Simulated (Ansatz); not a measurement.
# MgZrO3 (built on the sites of a database entry of BaZrO3): a soft mode frozen in, part 3 of 3

Which phase does MgZrO3 (built on the sites of a database entry of BaZrO3) fall into along its unstable mode, and how much energy does it gain?

Ansatz 0.2.0; DFT PBEsol, scalar-relativistic, plane waves, norm-conserving pseudopotentials.

So far. Step 5 (Energy along the mode, all amplitudes (two of the runs …): The lowest of the steps tried is the last one, at 0.6 Å, 205 meV/atom below the parent; the bottom of the well need not coincide with a step. Step 7 (The new phase in its own primitive cell): The largest force component left is 0.70 meV/Å and the pressure is 0.005 GPa, within the tolerances set. The cell now holds 13.90 Å³/atom. The relaxed cell has a = 3.921, c = 4.521 Å (conventional setting).

The structure was built from a prototype and need not be the compound's stable phase.

### 8. Modes of the new phase, k-mesh 6×6×6

A relaxed structure may still be a saddle point, so its zone-centre modes are computed. The response to a homogeneous field gives the Born charges and the dielectric tensor, and its change with displacement the Raman tensors.

input.yaml reads:

```yaml
crystal:
  lattice:
    - [3.9210192357, 0.0, 0.0]
    - [0.0, 3.9210192357, 0.0]
    - [0.0, 0.0, 4.5207456414]
  atoms:
    - { symbol: Mg, position: [0.0, 0.0, 0.8030241848] }
    - { symbol: Zr, position: [0.5, 0.5, 0.4843285585] }
    - { symbol: O, position: [0.0, 0.5, 0.6226708359] }
    - { symbol: O, position: [0.5, 0.5, 0.0641005328] }
    - { symbol: O, position: [0.5, 0.0, 0.6226708359] }
kpoints:
  mp_grid: { grid: [6, 6, 6] }
hamiltonian:
  xc: pbesol
  pseudopotentials: { kind: nc }
scf:
  occupations: { method: fixed }
output:
  eigenvalues: true
phonons:
  method: dfpt
  dielectric: true
  rigid_motions: translations
  raman: true
```

Launch:

```
$ ansatz run input.yaml --threads 4 --pin off --max-ram 7168MiB --backend cpu --events-out ev --progress --plain --runs-dir out
```

Numbers of over 12 decimals in the logs are rounded to 6 here.

What it wrote:

```text
[...]
Crystal: 5 atoms, lattice volume = 69.504 Å³
Basis set: ecut = 1142.878222 eV, 6117 PW (Γ), exchange–correlation on 90×90×100 points (8 copies of the dense FFT grid, shifted against one another)
Bands: 25, of which v1, the nominal top of the filled ones, is band 20 counted from 1 (19 counted from 0)
Symmetry: 8 space group operations
k-points: 112 of 216 (irreducible under 1 space group operation, time reversal used)
[...]
SCF iter   1: F=—  HF=-4345.145693 eV  |F-HF|=—  |Δ(HF+E_count)|=         —  Δρ=6.97e-2  dr2=3.62e0  ethr=3.10e-3  ⟨swp⟩=5.7  Hψ=11826  notcnv=0  defer=296
[...]
SCF iter  12: F=-4343.821509 eV  HF=-4343.821509 eV  |F-HF|=3.64e-12  |Δ(HF+E_count)|=  1.88e-10  Δρ=2.20e-7  dr2=3.15e-11  ethr=1.00e-12  ⟨swp⟩=16.0  Hψ=20285  notcnv=0
SCF 1 converged in 12 iterations: F = -4343.821509 eV  dr2 = 3.15e-11
[...]
Bands: 21, of which v1, the nominal top of the filled ones, is band 20 counted from 1 (19 counted from 0)
k-points: 60 of 800 (time reversal used)
[...]
Eigensolver: Dense (60 Hₖ)
SCF iter   1: F=—  HF=-4343.808283 eV  |F-HF|=—  |Δ(HF+E_count)|=         —  Δρ=1.95e-4  dr2=1.77e-6  ethr=1.00e-1
[...]
SCF iter   6: F=-4343.808289 eV  HF=-4343.808289 eV  |F-HF|=3.37e-11  |Δ(HF+E_count)|=  3.00e-11  Δρ=3.23e-7  dr2=5.13e-11  ethr=1.36e-12
SCF 1 converged in 6 iterations: F = -4343.808289 eV  dr2 = 5.13e-11
DFPT response loops at Γ: preconditioner auto → none (the input reference at scf.mixing.eps_inf says where Resta's filter doesn't serve); β = 0.50; Broyden in place of MSR1
[...]
SCF converged after 12 iterations
Free energy (F): -4343.821509 eV
[...]
Internal energy: -4343.821509 eV  (E = F + TS)
E sigma→0 (E₀):  -4343.821509 eV
Fermi energy:    6.485404 eV
[...]
--- Band table (eV; the first three rows and the last of 112) ---
  k-point 0: bands = [... 16 lower, 5.0176, 5.9570, 5.9570, 6.1808, 8.7732, 10.3087, 13.3013, 13.3013, ... 1 higher]
  k-point 1: bands = [... 16 lower, 4.9381, 5.9227, 6.1070, 6.1070, 9.1243, 10.3216, 13.4330, 13.4330, ... 1 higher]
  k-point 2: bands = [... 16 lower, 4.8366, 5.4511, 6.3438, 6.3438, 10.0589, 10.3476, 13.1447, 13.7204, ... 1 higher]
  k-point 111: bands = [... 16 lower, 4.4489, 5.6538, 6.4310, 6.4310, 9.8975, 12.6280, 12.6280, 13.9614, ... 1 higher]
[...]
k mesh reduced under 1 symmetry operation, with k and −k counted as one. Each operation leaves every solved perturbation unchanged. A smaller set is not considered because the run solves the response to a homogeneous field
  ASR residual: 9.055e-3 → 0.000e0 eV/Å²; symmetrization residual: 1.287e-5 eV/Å²
  ASR residual per site (eV/Å²): 9.05e-3 2.35e-4 1.21e-4 2.90e-4 1.21e-4
[...]
ε∞ (high-frequency dielectric tensor):
        3.967405     0.000000    -0.000000
        0.000000     3.967405     0.000000
       -0.000000     0.000000     3.926097
  ε⁰ (static dielectric tensor: ions relaxed, cell fixed):
       61.353858    -0.000000    -0.000000
       -0.000000    61.353858    -0.000000
       -0.000000    -0.000000    10.150886
  ε⁰ − ε∞ (ionic part):
       57.386453    -0.000000    -0.000000
       -0.000000    57.386453    -0.000000
       -0.000000    -0.000000     6.224789
[...]
Born effective charges Z* (e; rows j = field, columns β = displacement):
    site 0:
         2.36260    0.00000   -0.00000
         0.00000    2.36260    0.00000
        -0.00000    0.00000    2.05106
    site 1:
         4.72631    0.00000    0.00000
         0.00000    4.72631    0.00000
         0.00000    0.00000    4.60584
    site 2:
        -3.90884    0.00000   -0.00000
         0.00000   -1.75089    0.00000
        -0.00000    0.00000   -1.46098
    site 3:
        -1.42919    0.00000   -0.00000
         0.00000   -1.42919    0.00000
         0.00000    0.00000   -3.73495
    site 4:
        -1.75089    0.00000    0.00000
         0.00000   -3.90884    0.00000
        -0.00000    0.00000   -1.46098
  Z* charge neutrality: 1.306e-3 e pre-enforcement
  solved inside a basis spanned on kpoints, on 10×10×8 k-points: ε∞ is read to err by 1.1e-2, Z* by 1.9e-2 e (field_mesh: kpoints solves on kpoints); Z* is corrected for what the basis lacks
[...]
optical modes at Γ without the LO–TO term, one row a degenerate level:
      ω (cm⁻¹)  modes    IR ((D/Å)²/amu)  static Raman (Å⁴/amu)  depolarisation
         44.26      2             6.3947                21.9771           0.750
        252.75      1             4.6802                48.2300           0.023
        267.19      2             3.4373                15.8337           0.750
        300.07      1             0.0000                 2.9269           0.750
        313.84      2            32.5848                 5.4962           0.750
        398.58      1            14.5377                16.3892           0.016
        631.11      2            38.2763                75.1412           0.750
        656.56      1            16.4122               387.0211           0.000
  optical modes at Γ + LO–TO along q̂ = [1.0000, 0.0000, 0.0000]:
      ω (cm⁻¹)  modes    IR ((D/Å)²/amu)  static Raman (Å⁴/amu)  depolarisation
         44.26      1             3.1973                10.9885           0.750
        100.67      1             0.3310                 2.6249           0.750
        252.75      1             4.6802                48.2300           0.023
        267.19      1             1.7186                 7.9169           0.750
        271.20      1             0.0422                 4.1735           0.750
        300.07      1             0.0000                 2.9269           0.750
        313.84      1            16.2924                 2.7481           0.750
        398.58      1            14.5377                16.3892           0.016
        430.91      1             5.9849                 7.0853           0.750
        631.11      1            19.1381                37.5706           0.750
        656.56      1            16.4122               387.0211           0.000
        782.84      1            33.9884                 0.0035           0.750
  optical modes at Γ + LO–TO along q̂ = [0.0000, 1.0000, 0.0000]:
      ω (cm⁻¹)  modes    IR ((D/Å)²/amu)  static Raman (Å⁴/amu)  depolarisation
         44.26      1             3.1973                10.9885           0.750
        100.67      1             0.3310                 2.6249           0.750
        252.75      1             4.6802                48.2300           0.023
        267.19      1             1.7186                 7.9169           0.750
        271.20      1             0.0422                 4.1735           0.750
        300.07      1             0.0000                 2.9269           0.750
        313.84      1            16.2924                 2.7481           0.750
        398.58      1            14.5377                16.3892           0.016
        430.91      1             5.9849                 7.0853           0.750
        631.11      1            19.1381                37.5706           0.750
        656.56      1            16.4122               387.0211           0.000
        782.84      1            33.9884                 0.0035           0.750
  optical modes at Γ + LO–TO along q̂ = [0.0000, 0.0000, 1.0000]:
      ω (cm⁻¹)  modes    IR ((D/Å)²/amu)  static Raman (Å⁴/amu)  depolarisation
         44.26      2             6.3947                21.9771           0.750
        267.19      2             3.4373                15.8337           0.750
        277.79      1             0.5679                 9.5467           0.063
        300.07      1             0.0000                 2.9269           0.750
        313.84      2            32.5848                 5.4962           0.750
        487.03      1             5.5267                38.7290           0.004
        631.11      2            38.2763                75.1412           0.750
        786.09      1            29.5354               144.4925           0.002
```

Wall time 8.7 min (4 threads of Arm Neoverse V2, shared host); peak memory 3 GiB.

This step gave:

```
sum-rule residual before enforcement                    : 0.009055 eV/Å²
miss of the charge sum rule                             : 0.001306 e
estimated error of the dielectric tensor                : 0.01115
estimated error of the Born charges                     : 0.01864 e
point group                                             : 4mm
highest optical mode at the zone centre (no LO-TO term) : 656.6 cm⁻¹
lowest optical zone-centre mode                         : 44.26 cm⁻¹
mean high-frequency dielectric constant                 : 3.954
largest Born charge (third of the trace)                : 4.686 e
mean static dielectric constant                         : 44.29
top of the zone-centre spectrum with the field          : 786.1 cm⁻¹
```

Without the LO-TO term. Patterns of degenerate modes are one choice out of their space. Modes at Γ, with each element's share of the kinetic energy:

| mode | frequency (cm⁻¹) | symmetry | Mg % | Zr % | O % |
| --- | --- | --- | --- | --- | --- |
| 1 | 0.0 | acoustic | 15 | 56 | 29 |
| 2 | 0.0 | acoustic | 15 | 56 | 29 |
| 3 | 0.0 | acoustic | 15 | 56 | 29 |
| 4 | 44.3 | E | 27 | 0 | 73 |
| 5 | 44.3 | E | 27 | 0 | 73 |
| 6 | 252.8 | A1 | 83 | 12 | 5 |
| 7 | 267.2 | E | 33 | 36 | 31 |
| 8 | 267.2 | E | 33 | 36 | 31 |
| 9 | 300.1 | B1 | 0 | 0 | 100 |
| 10 | 313.8 | E | 25 | 2 | 73 |
| 11 | 313.8 | E | 25 | 2 | 73 |
| 12 | 398.6 | A1 | 1 | 24 | 75 |
| 13 | 631.1 | E | 0 | 6 | 94 |
| 14 | 631.1 | E | 0 | 6 | 94 |
| 15 | 656.6 | A1 | 1 | 9 | 90 |

Displacements in mode 5 (44.3 cm⁻¹), the largest set to 1:
```
Mg1 -0.52  0.47  0.00
Zr2  0.03 -0.03  0.00
O3  -0.01  0.33  0.00
O4   1.00 -0.90  0.00
O5  -0.36  0.01  0.00
```

Displacements in mode 14 (631.1 cm⁻¹), the largest set to 1:
```
Mg1  0.00 -0.02  0.00
Zr2  0.00 -0.11  0.00
O3   0.00 -0.26  0.00
O4   0.00 -0.08  0.00
O5   0.00  1.00  0.00
```

Optical modes at the zone centre, without and with the macroscopic field of the longitudinal modes; each column is sorted by frequency, so a row need not hold one and the same mode. Modes with and without the field, by row:

| rank among optical modes | no field (cm⁻¹) | q along (1, 0, 0) (cm⁻¹) | q along (0, 0, 1) (cm⁻¹) |
| --- | --- | --- | --- |
| 1 | 44.3 | 44.3 | 44.3 |
| 2 | 44.3 | 100.7 | 44.3 |
| 3 | 252.8 | 252.8 | 267.2 |
| 4 | 267.2 | 267.2 | 267.2 |
| 5 | 267.2 | 271.2 | 277.8 |
| 6 | 300.1 | 300.1 | 300.1 |
| 7 | 313.8 | 313.8 | 313.8 |
| 8 | 313.8 | 398.6 | 313.8 |
| 9 | 398.6 | 430.9 | 487 |
| 10 | 631.1 | 631.1 | 631.1 |
| 11 | 631.1 | 656.6 | 631.1 |
| 12 | 656.6 | 782.8 | 786.1 |

Born charge (rows field, columns displacement) (e), principal values of the symmetric part by kind of site:

| atom | atoms with these values | low | middle | high | mean |
| --- | --- | --- | --- | --- | --- |
| Mg1 | 1 | 2.05 | 2.36 | 2.36 | 2.26 |
| Zr2 | 1 | 4.61 | 4.73 | 4.73 | 4.69 |
| O3 | 2 | -3.91 | -1.75 | -1.46 | -2.37 |
| O4 | 1 | -3.73 | -1.43 | -1.43 | -2.20 |

In full for O4:

```
-1.43  0.00  0.00
 0.00 -1.43  0.00
 0.00  0.00 -3.73
```

High-frequency dielectric tensor:

```
3.97 0.00 0.00
0.00 3.97 0.00
0.00 0.00 3.93
```

Static dielectric tensor (ions relaxed, fixed cell):

```
61.35  0.00  0.00
 0.00 61.35  0.00
 0.00  0.00 10.15
```

Transverse modes. Infrared lines, with heights relative to the strongest:

| position (cm⁻¹) | label | relative intensity |
| --- | --- | --- |
| 44 | E | 17 |
| 253 | A1 | 12 |
| 267 | E | 9.0 |
| 300 | B1 | 0.0 |
| 314 | E | 85 |
| 399 | A1 | 38 |
| 631 | E | 100 |
| 657 | A1 | 43 |

Activity x (w_L - w)^4 (n + 1)/w, 532 nm, 300 K; modes without the macroscopic field alone. Raman lines, with heights relative to the strongest:

| position (cm⁻¹) | label | relative intensity |
| --- | --- | --- |
| 44 | E | 100 |
| 253 | A1 | 10 |
| 267 | E | 3.0 |
| 300 | B1 | 0.5 |
| 314 | E | 0.8 |
| 399 | A1 | 1.7 |
| 631 | E | 4.2 |
| 657 | A1 | 21 |

Before it was imposed, the acoustic sum rule was missed by 0.0091 eV/Å² and the charge sum rule by 0.0013 e. Small misses are needed for a sound result but don't prove that mesh and cutoff are converged. The lowest optical mode is real, 44.3 cm⁻¹.

### 9. Outcome

| Property | Result |
| --- | --- |
| unstable mode of the parent | q = (0, 0, 0), 258i cm⁻¹ |
| depth at the lowest point sampled | 205 meV/atom |
| largest atomic shift at that point | 0.6 Å |
| space group reached (within 0.01 Å) | P4mm |
| energy gained over the parent (first relaxation, on the mesh of the frozen mode) | 278 meV/atom |
| volume per atom, phase reached | 13.9 Å³ |
| gap on the k-mesh, phase reached | 2.29 eV |
| lowest optical zone-centre mode, phase reached | 44.3 cm⁻¹ |
| highest optical mode at the zone centre (no LO-TO term), phase reached | 657 cm⁻¹ |

**Reading.** Along this mode the structure falls into P4mm, 278 meV/atom below the parent. At the parent's cell the well is 204.5 meV/atom deep on the steps tried, with its lowest point at a shift of 0.6 Å. That is the last step tried, so the steps alone don't bracket the bottom of the well. Relaxing atoms and cell changes the gain by +73.80 meV/atom against the lowest step (energies at zero smearing). The new phase has no imaginary mode at the zone centre of its cell; other wavevectors were not checked. Of the 5 patterns followed to their end from this parent, this one ends 76.2 meV/atom above the lowest, R32. Each path keeps the symmetry of its pattern, so a lower phase may lie along a pattern not tried. With the field response the log warns that the k mesh is coarse for the force constants too, so the frequencies may not be converged. The starting cell was built on a prototype and not taken from a measurement, so the phase need not exist.

[Logs are printed without paths, hosts, clocks, repeated set-up lines and the standing remarks that a program may print on its own settings, such as how far it seeks lower states.]

[Hosts, paths, dates, database ids (printed as entryN), source tags and the programs' standing remarks are cut or masked in the printed files.]
